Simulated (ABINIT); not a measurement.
# CdS (Hawleyite): G0W0 in ABINIT against the plane-wave cutoff, part 2 of 2

How does the gap of CdS (Hawleyite) converge in the plane-wave cutoff?

ABINIT 10.8.3; PBE and many-body steps on it, plane waves. Known limits of the many-body steps: not at the basis limit; no spin-orbit coupling; coarse k mesh.

So far. Step 5 (Empty states on the mesh, 4×4×4 mesh, 101 bands): On this mesh the gap is 1.145 eV. Step 6 (Screening, 4×4×4 mesh, 93 bands, screening to 163.3 eV): Local fields lower ε∞ by 6 %. On a Γ-centred mesh this coarse the value itself is usually too large, while a short band sum pulls it down.

## 8. Screening, 4×4×4 mesh, 93 bands, screening to 163.3 eV

This step: RPA screening on PBE, plane waves, norm-conserving pseudopotentials.

File run.abi:

```
acell 3*1.0 Angstrom
rprim 
  -0.000000000000 2.916500000000 2.916500000000
  2.916500000000 -0.000000000000 2.916500000000
  2.916500000000 2.916500000000 -0.000000000000
ntypat 2
znucl 48 16
natom 2
typat 1 2
xred 
  0.000000000000 0.000000000000 0.000000000000
  0.250000000000 0.250000000000 0.250000000000
pp_dirpath "pseudos"
pseudos "Cd.upf, S.upf"
ecut 38
ngkpt 4 4 4
nshiftk 1
shiftk 0 0 0
kptopt 1
chksymbreak 0
istwfk *1
occopt 1
irdwfk 1
optdriver 3
nband 93
ecuteps 6
inclvkb 2
awtr 1
symchi 1
indata_prefix "in"
outdata_prefix "out"
tmpdata_prefix "tmp"
```

Run with:

```console
> OMP_NUM_THREADS=1 mpirun -n 8 abinit run.abi > log
```

Numbers of over 12 decimals in the logs are rounded to 6 here.

What it wrote:

```text
.Version 10.8.3 of ABINIT. v10.8.2 released Aug 2026.

 Symmetries : space group F-4 3 m (#216); Bravais cF (face-center cubic)
[... echo of the input left out ...]
== DATASET  1 ==================================================================
-   mpi_nproc: 8, omp_nthreads: 1 (-1 if OMP is not activated)

--- !DatasetInfo
iteration_state: {dtset: 1, }
dimensions: {natom: 2, nkpt: 8, mband: 93, nsppol: 1, nspinor: 1, nspden: 1, mpw: 3759, }
cutoff_energies: {ecut:  38.0, pawecutdg:  -1.0, }
electrons: {nelect:   2.60000000E+01, charge:   0.00000000E+00, occopt:   1.00000000E+00, tsmear:   1.00000000E-02, }

 SCREENING: Calculation of the susceptibility and dielectric matrices

 Based on a program developped by R.W. Godby, V. Olevano, G. Onida, and L. Reining.
 Incorporated in ABINIT by V. Olevano, G.-M. Rignanese, and M. Torrent.
.Using double precision arithmetic ; gwpc =  8

[... cell and pseudopotentials left out ...]
--------------------------------------------------------------------------------

 ==== K-mesh for the wavefunctions ====
 Number of points in the irreducible wedge :     8
[... list of points left out ...]
 Together with 24 symmetry operations and time-reversal symmetry
 yields    64 points in the full Brillouin Zone.

 ==== Q-mesh for the screening function ====
 Number of points in the irreducible wedge :     8
[... list of points left out ...]
 Together with 24 symmetry operations and time-reversal symmetry
 yields    64 points in the full Brillouin Zone.

 setmesh: FFT mesh size selected  =    30x   30x   30
          total number of points  =        27000

 vcoul_init : cutoff-mode = AUXILIARY_FUNCTION
 q-points for optical limit:   1
     1)      0.000010    0.000020    0.000030

- screening: taking advantage of time-reversal symmetry
- Maximum band index for partially occupied states nbvw = 13
- Remaining bands to be divided among processors   nbcw = 80
- Number of bands treated by each node ~10

 Number of electrons calculated from density =   26.0000; Expected =   26.0000
 average of density, n =  0.077653
 r_s =    1.4541
 omega_plasma =   26.8804 [eV]

 calculating chi0 at frequencies [eV] :
  1    0.000000E+00    0.000000E+00
  2    0.000000E+00    2.688042E+01

--------------------------------------------------------------------------------
  q-point number  1        q = ( 0.000000, 0.000000, 0.000000) [r.l.u.]
--------------------------------------------------------------------------------
[... chi0 elements left out ...]
 For q-point:  0.000010 0.000020 0.000030
  dielectric constant =  11.0259
  dielectric constant without local fields =  11.7332

  Average fulfillment of the sum rule on Im[epsilon] for q-point    1 :     58.79  [%]
[... wings left out ...]
  q-point number  2        q = ( 0.250000, 0.000000, 0.000000) [r.l.u.]
--------------------------------------------------------------------------------
[... chi0 elements left out ...]
  Average fulfillment of the sum rule on Im[epsilon] for q-point    2 :     72.29  [%]

 [... 6 further q-points ...]
```

Elapsed: 31 s, on 8 MPI ranks of AMD EPYC 7R43, shared host; peak memory 1.4 GiB; 4.1 min of CPU time.

Numbers from this step:

| Item | Value |
| --- | --- |
| ε∞ with local fields, on this mesh, along the program's q direction | 11.03 |
| the same without local fields | 11.73 |
| plasma frequency | 26.88 eV |
| plane waves in the screening matrix | 259 |

## 9. 38 Ha

The self-energy is evaluated for the states that the input lists, and the levels follow from it, in one-shot runs by the linearised quasiparticle equation.

This step: G0W0 on PBE, plane waves, norm-conserving pseudopotentials.

Edit run.abi of step 8 so:

```diff
@@ -23,8 +23,15 @@
 irdwfk 1
-optdriver 3
+optdriver 4
 nband 93
+gwcalctyp 0
+ecutsigx 38
+symsigma 1
+nkptgw 1
+kptgw 
+  0.0000000000 0.0000000000 0.0000000000
+bdgw 
+  11 17
 ecuteps 6
-inclvkb 2
-awtr 1
-symchi 1
+irdscr 1
+ppmodel 1
 indata_prefix "in"
```

What it wrote:

```text
.Version 10.8.3 of ABINIT. v10.8.2 released Aug 2026.

 Symmetries : space group F-4 3 m (#216); Bravais cF (face-center cubic)
[... echo of the input left out ...]
== DATASET  1 ==================================================================
-   mpi_nproc: 8, omp_nthreads: 1 (-1 if OMP is not activated)

--- !DatasetInfo
iteration_state: {dtset: 1, }
dimensions: {natom: 2, nkpt: 8, mband: 93, nsppol: 1, nspinor: 1, nspden: 1, mpw: 3759, }
cutoff_energies: {ecut:  38.0, pawecutdg:  -1.0, }
electrons: {nelect:   2.60000000E+01, charge:   0.00000000E+00, occopt:   1.00000000E+00, tsmear:   1.00000000E-02, }

 SIGMA: Calculation of the GW corrections

 Based on a program developped by R.W. Godby, V. Olevano, G. Onida, and L. Reining.
 Incorporated in ABINIT by V. Olevano, G.-M. Rignanese, and M. Torrent.
.Using double precision arithmetic ; gwpc =  8

[... cell and pseudopotentials left out ...]
--------------------------------------------------------------------------------

 ==== K-mesh for the wavefunctions ====
 Number of points in the irreducible wedge :     8
[... list of points left out ...]
 Together with 24 symmetry operations and time-reversal symmetry
 yields    64 points in the full Brillouin Zone.

 ==== Q-mesh for screening function ====
 Number of points in the irreducible wedge :     8
[... list of points left out ...]
 Together with 24 symmetry operations and time-reversal symmetry
 yields    64 points in the full Brillouin Zone.

 vcoul_init : cutoff-mode = AUXILIARY_FUNCTION
 q-points for optical limit:   1
     1)      0.000010    0.000020    0.000030
 setmesh: FFT mesh size selected  =    45x   45x   45
          total number of points  =        91125

 Number of electrons calculated from density =   26.0000; Expected =   26.0000
[...]
number of q-points in BZ                           64
 number of frequencies for dSigma/dE                 9
 frequency step for dSigma/dE [eV]                0.25
 number of omega for Sigma on real axis              0
 max omega for Sigma on real axis  [eV]           0.00
 zcut for avoiding poles [eV]                     0.10

 EPSILON^-1 parameters (SCR file):
 dimension of the eps^-1 matrix on file            259
 dimension of the eps^-1 matrix used               259
 number of plane-waves for wavefunctions          3719
 number of bands                                    93
 number of q-points in IBZ                           8
 number of frequencies                               2
 number of real frequencies                          1
 number of imag frequencies                          1

 matrix elements of self-energy operator (all in [eV])

 Perturbative Calculation

--- !SelfEnergy_ee
iteration_state: {dtset: 1, }
kpoint     : [   0.000,    0.000,    0.000, ]
spin       : 1
KS_gap     :    1.147
QP_gap     :    2.053
Delta_QP_KS:    0.906
data: !SigmaeeData |
     Band     E0 <VxcDFT>   SigX SigC(E0)      Z dSigC/dE  Sig(E)    E-E0       E
       11   4.367 -15.388 -18.416   2.186   0.782  -0.279 -16.046  -0.658   3.709
       12   4.367 -15.388 -18.416   2.186   0.782  -0.279 -16.046  -0.658   3.709
       13   4.367 -15.388 -18.416   2.186   0.782  -0.279 -16.046  -0.658   3.709
       14   5.514 -10.631  -6.662  -3.664   0.813  -0.230 -10.383   0.248   5.762
       15  10.898 -10.640  -5.799  -4.214   0.811  -0.233 -10.131   0.509  11.407
       16  10.898 -10.640  -5.799  -4.214   0.811  -0.233 -10.131   0.509  11.407
       17  10.898 -10.640  -5.799  -4.214   0.811  -0.233 -10.131   0.509  11.407

== END DATASET(S) ==============================================================
================================================================================

 -outvars: echo values of variables after computation  --------
           etotal      0.0000000000E+00
            nband          93
             nkpt           8
          spgroup         216
 [... the other variables as echoed above ...]

 Calculation completed.
```

Elapsed: 12 s, on 8 MPI ranks; peak memory 1.5 GiB.

This step gave:

```yaml
g0w0_gap_on_the_points_computed: 2.053 eV
starting_gap_on_the_mesh: 1.147 eV
k_of_the_valence_top: 0, 0, 0
k_of_the_conduction_bottom: 0, 0, 0
z_at_the_valence_top: 0.782
z_at_the_conduction_bottom: 0.813
least_direct_g0w0_gap_on_the_computed_points: 2.053 eV
```

The gap on the mesh goes from 1.15 eV to 2.05 eV, a correction of +0.91 eV.

## 10. Screening, 4×4×4 mesh, 93 bands, screening to 163.3 eV

This step: RPA screening on PBE, plane waves, norm-conserving pseudopotentials.

Edit run.abi of step 9 so:

```diff
@@ -14,3 +14,3 @@
 pseudos "Cd.upf, S.upf"
-ecut 38
+ecut 47
 ngkpt 4 4 4
@@ -23,15 +23,8 @@
 irdwfk 1
-optdriver 4
+optdriver 3
 nband 93
-gwcalctyp 0
-ecutsigx 38
-symsigma 1
-nkptgw 1
-kptgw 
-  0.0000000000 0.0000000000 0.0000000000
-bdgw 
-  11 17
 ecuteps 6
-irdscr 1
-ppmodel 1
+inclvkb 2
+awtr 1
+symchi 1
 indata_prefix "in"
```

What it wrote:

```text
.Version 10.8.3 of ABINIT. v10.8.2 released Aug 2026.

 Symmetries : space group F-4 3 m (#216); Bravais cF (face-center cubic)
[... echo of the input left out ...]
== DATASET  1 ==================================================================
-   mpi_nproc: 8, omp_nthreads: 1 (-1 if OMP is not activated)

--- !DatasetInfo
iteration_state: {dtset: 1, }
dimensions: {natom: 2, nkpt: 8, mband: 93, nsppol: 1, nspinor: 1, nspden: 1, mpw: 5180, }
cutoff_energies: {ecut:  47.0, pawecutdg:  -1.0, }
[...]
--------------------------------------------------------------------------------
[... chi0 elements left out ...]
 For q-point:  0.000010 0.000020 0.000030
  dielectric constant =  11.0649
  dielectric constant without local fields =  11.7725

  Average fulfillment of the sum rule on Im[epsilon] for q-point    1 :     58.79  [%]
[... wings left out ...]
  q-point number  2        q = ( 0.250000, 0.000000, 0.000000) [r.l.u.]
--------------------------------------------------------------------------------
[... chi0 elements left out ...]
  Average fulfillment of the sum rule on Im[epsilon] for q-point    2 :     72.29  [%]

 [... 6 further q-points ...]
```

Run time: 25 s. Hardware: 8 MPI ranks; peak memory 2 GiB.

Numbers from this step:

```yaml
eps_infinity_with_local_fields_on_this_mesh_along_the_program_s_q_direction: 11.06
the_same_without_local_fields: 11.77
plasma_frequency: 26.88 eV
plane_waves_in_the_screening_matrix: 259
```

## 11. 47 Ha

This step: G0W0 on PBE, plane waves, norm-conserving pseudopotentials.

Edit run.abi of step 10 so:

```diff
@@ -23,8 +23,15 @@
 irdwfk 1
-optdriver 3
+optdriver 4
 nband 93
+gwcalctyp 0
+ecutsigx 47
+symsigma 1
+nkptgw 1
+kptgw 
+  0.0000000000 0.0000000000 0.0000000000
+bdgw 
+  11 17
 ecuteps 6
-inclvkb 2
-awtr 1
-symchi 1
+irdscr 1
+ppmodel 1
 indata_prefix "in"
```

What it wrote:

```text
.Version 10.8.3 of ABINIT. v10.8.2 released Aug 2026.

 Symmetries : space group F-4 3 m (#216); Bravais cF (face-center cubic)
[... echo of the input left out ...]
== DATASET  1 ==================================================================
-   mpi_nproc: 8, omp_nthreads: 1 (-1 if OMP is not activated)

--- !DatasetInfo
iteration_state: {dtset: 1, }
dimensions: {natom: 2, nkpt: 8, mband: 93, nsppol: 1, nspinor: 1, nspden: 1, mpw: 5180, }
cutoff_energies: {ecut:  47.0, pawecutdg:  -1.0, }
[...]
15  10.897 -10.642  -5.801  -4.215   0.811  -0.233 -10.134   0.508  11.405
       16  10.897 -10.642  -5.801  -4.215   0.811  -0.233 -10.134   0.508  11.405
       17  10.897 -10.642  -5.801  -4.215   0.811  -0.233 -10.134   0.508  11.405

== END DATASET(S) ==============================================================
================================================================================

 -outvars: echo values of variables after computation  --------
           etotal      0.0000000000E+00
            nband          93
             nkpt           8
          spgroup         216
 [... the other variables as echoed above ...]

 Calculation completed.
```

Wall time 6.4 s (8 MPI ranks); peak memory 1.7 GiB; 48 s of CPU time.

Numbers from this step:

```yaml
g0w0_gap_on_the_points_computed: 2.052 eV
starting_gap_on_the_mesh: 1.145 eV
k_of_the_valence_top: 0, 0, 0
k_of_the_conduction_bottom: 0, 0, 0
least_direct_g0w0_gap_on_the_computed_points: 2.052 eV
```

Against the run before, the gap moves by −0.001 eV.

## 12. Screening, 4×4×4 mesh, 93 bands, screening to 163.3 eV

This step: RPA screening on PBE, plane waves, norm-conserving pseudopotentials.

Edit run.abi of step 11 so:

```diff
@@ -14,3 +14,3 @@
 pseudos "Cd.upf, S.upf"
-ecut 47
+ecut 59
 ngkpt 4 4 4
@@ -23,15 +23,8 @@
 irdwfk 1
-optdriver 4
+optdriver 3
 nband 93
-gwcalctyp 0
-ecutsigx 47
-symsigma 1
-nkptgw 1
-kptgw 
-  0.0000000000 0.0000000000 0.0000000000
-bdgw 
-  11 17
 ecuteps 6
-irdscr 1
-ppmodel 1
+inclvkb 2
+awtr 1
+symchi 1
 indata_prefix "in"
```

What it wrote:

```text
.Version 10.8.3 of ABINIT. v10.8.2 released Aug 2026.

 Symmetries : space group F-4 3 m (#216); Bravais cF (face-center cubic)
[... echo of the input left out ...]
== DATASET  1 ==================================================================
-   mpi_nproc: 8, omp_nthreads: 1 (-1 if OMP is not activated)

--- !DatasetInfo
iteration_state: {dtset: 1, }
dimensions: {natom: 2, nkpt: 8, mband: 93, nsppol: 1, nspinor: 1, nspden: 1, mpw: 7343, }
cutoff_energies: {ecut:  59.0, pawecutdg:  -1.0, }
[...]
--------------------------------------------------------------------------------
[... chi0 elements left out ...]
 For q-point:  0.000010 0.000020 0.000030
  dielectric constant =  11.0658
  dielectric constant without local fields =  11.7734

  Average fulfillment of the sum rule on Im[epsilon] for q-point    1 :     58.79  [%]
[... wings left out ...]
  q-point number  2        q = ( 0.250000, 0.000000, 0.000000) [r.l.u.]
--------------------------------------------------------------------------------
[... chi0 elements left out ...]
  Average fulfillment of the sum rule on Im[epsilon] for q-point    2 :     72.29  [%]

 [... 6 further q-points ...]
```

Wall time 74 s (8 MPI ranks); peak memory 2.1 GiB.

This step gave:

```
ε∞ with local fields, on this mesh, along the program's q direction : 11.07
the same without local fields                                       : 11.77
plasma frequency                                                    : 26.88 eV
plane waves in the screening matrix                                 : 259
```

## 13. 59 Ha

This step: G0W0 on PBE, plane waves, norm-conserving pseudopotentials.

Edit run.abi of step 12 so:

```diff
@@ -23,8 +23,15 @@
 irdwfk 1
-optdriver 3
+optdriver 4
 nband 93
+gwcalctyp 0
+ecutsigx 59
+symsigma 1
+nkptgw 1
+kptgw 
+  0.0000000000 0.0000000000 0.0000000000
+bdgw 
+  11 17
 ecuteps 6
-inclvkb 2
-awtr 1
-symchi 1
+irdscr 1
+ppmodel 1
 indata_prefix "in"
```

What it wrote:

```text
.Version 10.8.3 of ABINIT. v10.8.2 released Aug 2026.

 Symmetries : space group F-4 3 m (#216); Bravais cF (face-center cubic)
[... echo of the input left out ...]
== DATASET  1 ==================================================================
-   mpi_nproc: 8, omp_nthreads: 1 (-1 if OMP is not activated)

--- !DatasetInfo
iteration_state: {dtset: 1, }
dimensions: {natom: 2, nkpt: 8, mband: 93, nsppol: 1, nspinor: 1, nspden: 1, mpw: 7343, }
cutoff_energies: {ecut:  59.0, pawecutdg:  -1.0, }
[...]
15  10.897 -10.643  -5.802  -4.215   0.811  -0.233 -10.135   0.508  11.405
       16  10.897 -10.643  -5.802  -4.215   0.811  -0.233 -10.135   0.508  11.405
       17  10.897 -10.643  -5.802  -4.215   0.811  -0.233 -10.135   0.508  11.405

== END DATASET(S) ==============================================================
================================================================================

 -outvars: echo values of variables after computation  --------
           etotal      0.0000000000E+00
            nband          93
             nkpt           8
          spgroup         216
 [... the other variables as echoed above ...]

 Calculation completed.
```

Run time: 15 s. Hardware: 8 MPI ranks; peak memory 1.6 GiB.

This step gave:

| Item | Value |
| --- | --- |
| G0W0 gap on the points computed | 2.052 eV |
| starting gap on the mesh | 1.145 eV |
| k of the valence top | 0, 0, 0 |
| k of the conduction bottom | 0, 0, 0 |
| least direct G0W0 gap on the computed points | 2.052 eV |

Against the run before, the gap moves by +0.000 eV.

## 14. Side by side

Times are wall times on 8 MPI ranks of AMD EPYC 7R43, shared host, good to a factor of about two. A run's time includes the screening step that it read.

| run | mesh | bands | screening cutoff (eV) | DFT gap (eV) | gap on the mesh (eV) | direct (eV) | ε∞ used | time |
| --- | --- | --- | --- | --- | --- | --- | --- | --- |
| 28 Ha | 4×4×4 | 93 | 163.3 | 1.177 | 2.085 | 2.085 | 10.58 | 35 s |
| 38 Ha | 4×4×4 | 93 | 163.3 | 1.147 | 2.053 | 2.053 | 11.03 | 42 s |
| 47 Ha | 4×4×4 | 93 | 163.3 | 1.145 | 2.052 | 2.052 | 11.06 | 32 s |
| 59 Ha | 4×4×4 | 93 | 163.3 | 1.145 | 2.052 | 2.052 | 11.07 | 89 s |

## 15. Outcome

```yaml
28_ha: 2.085 eV
38_ha: 2.053 eV
47_ha: 2.052 eV
59_ha: 2.052 eV
known_limits: not at the basis limit; no spin-orbit coupling; coarse k mesh
```

In words: The setting moved: plane-wave cutoff. From 28 Ha to 59 Ha the gap moves by −0.03 eV, for 2.5 times the time. It holds to 0.03 eV from 38 Ha on. Bands and screening cutoff are coupled, so a series along one setting does not show full convergence. Bands and cutoff are finite, so the gap is not at the basis limit. The miss can reach some tenths of an eV and take either sign; the mesh is an error of its own. In the first G0W0 run levels were corrected at 1 k point alone, so a gap called «on the mesh» is the least over those, and an edge elsewhere would be missed. The 4×4×4 mesh is coarse for this cell, which bears on the long-range parts of exchange and screening. The many-body steps are scalar-relativistic: spin-orbit coupling is not in them.

[Paths, hosts, dates, memory and timing lines, banners, echoed tables and standing remarks are left out of the program output.]

[Logs are printed without paths, hosts, clocks, repeated set-up lines and the standing remarks that a program may print on its own settings, such as how far it seeks lower states.]

[Runs of the session that timed out or met a known fault of the program may be left out.]

[No measured gap is set beside runs whose start may be inverted or whose files or cutoffs have a known fault.]

[Hosts, paths, dates, database ids (printed as entryN), source tags and the programs' standing remarks are cut or masked in the printed files.]

[G0W0 gaps are taken among the corrected bands and points alone; a level outside them can change the order at an edge.]

[Where Ansatz stands beside ABINIT at settings called matched, ABINIT's density can come from a denser mesh and the files from another edition; pairs whose starting gaps differed by over 0.03 eV were left out, so agreement reads better than it is.]
